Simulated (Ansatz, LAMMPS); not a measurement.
## Finding the fault: glassy 25SiO2-50B2O3-12MgO-12CaO (mol %) (60 atoms)

Program: Ansatz 0.2.0. The cell: 4 Si, 16 B, 2 Mg, 2 Ca and 36 O.

Contents of input.yaml:

```yaml
crystal:
  lattice:
    - [8.84108, 0.0, 0.0]
    - [0.0, 8.84108, 0.0]
    - [0.0, 0.0, 8.84108]
  atoms:
    - { symbol: Si, position: [0.27352, 0.42133, 0.09069] }
    - { symbol: Si, position: [0.92517, 0.97321, 0.5887] }
    - { symbol: Si, position: [0.72587, 0.75233, 0.31086] }
    - { symbol: Si, position: [0.26621, 0.91611, 0.88216] }
    - { symbol: B, position: [0.52425, 0.34406, 0.90988] }
    - { symbol: B, position: [0.50297, 0.70237, 0.89098] }
    - { symbol: B, position: [0.66231, 0.42287, 0.67459] }
    - { symbol: B, position: [0.06491, 0.65132, 0.96096] }
    - { symbol: B, position: [0.13268, 0.15602, 0.07086] }
    - { symbol: B, position: [0.04936, 0.19084, 0.79744] }
    - { symbol: B, position: [0.9439, 0.65783, 0.53186] }
    - { symbol: B, position: [0.12395, 0.43709, 0.62598] }
    - { symbol: B, position: [0.61587, 0.94675, 0.54398] }
    - { symbol: B, position: [0.34236, 0.03977, 0.58488] }
    - { symbol: B, position: [0.07184, 0.00017, 0.31755] }
    - { symbol: B, position: [0.35218, 0.6146, 0.62256] }
    - { symbol: B, position: [0.78933, 0.62429, 0.84822] }
    - { symbol: B, position: [0.47105, 0.61855, 0.18067] }
    [... 36 atom lines left out ...]
    - { symbol: O, position: [0.29253, 0.11466, 0.4652] }
    - { symbol: O, position: [0.17978, 0.88256, 0.33459] }
    - { symbol: O, position: [0.91942, 0.61472, 0.92606] }
    - { symbol: O, position: [0.49095, 0.01246, 0.60445] }
    - { symbol: O, position: [0.97333, 0.06427, 0.74792] }
    - { symbol: O, position: [0.38539, 0.76504, 0.231] }
kpoints:
  mp_grid: { grid: [1, 1, 1] }
hamiltonian:
  xc: pbe
scf:
  occupations: { method: fixed }
  convergence: { dr2_threshold: -1.0e-06 }
  max_iter: 75
output:
  forces: true
```

The run is started by

```console
$ ansatz run input.yaml --threads 4 --pin off --max-ram 8192MiB --backend cpu --events-out ev --progress --plain --runs-dir out
```

What it wrote:

```text
Error: invalid value for `scf.convergence.dr2_threshold`: must be finite and > 0; got -0.000001 eV
```

It took 0.03 s on 4 threads of Intel Xeon Platinum 8375C at 2.90GHz (Ice Lake), shared host; peak memory 0.039 GiB.

Q: Name the fault and the fix.

A threshold that can't be met: scf.convergence.dr2_threshold = -1e-06.

The fix is to take out scf.convergence.dr2_threshold.

The program refused it before any cycle.

[Logs are printed without paths, hosts, clocks, repeated set-up lines and the standing remarks that a program may print on its own settings, such as how far it seeks lower states.]

[Hosts, paths, dates, database ids (printed as entryN), source tags and the programs' standing remarks are cut or masked in the printed files.]
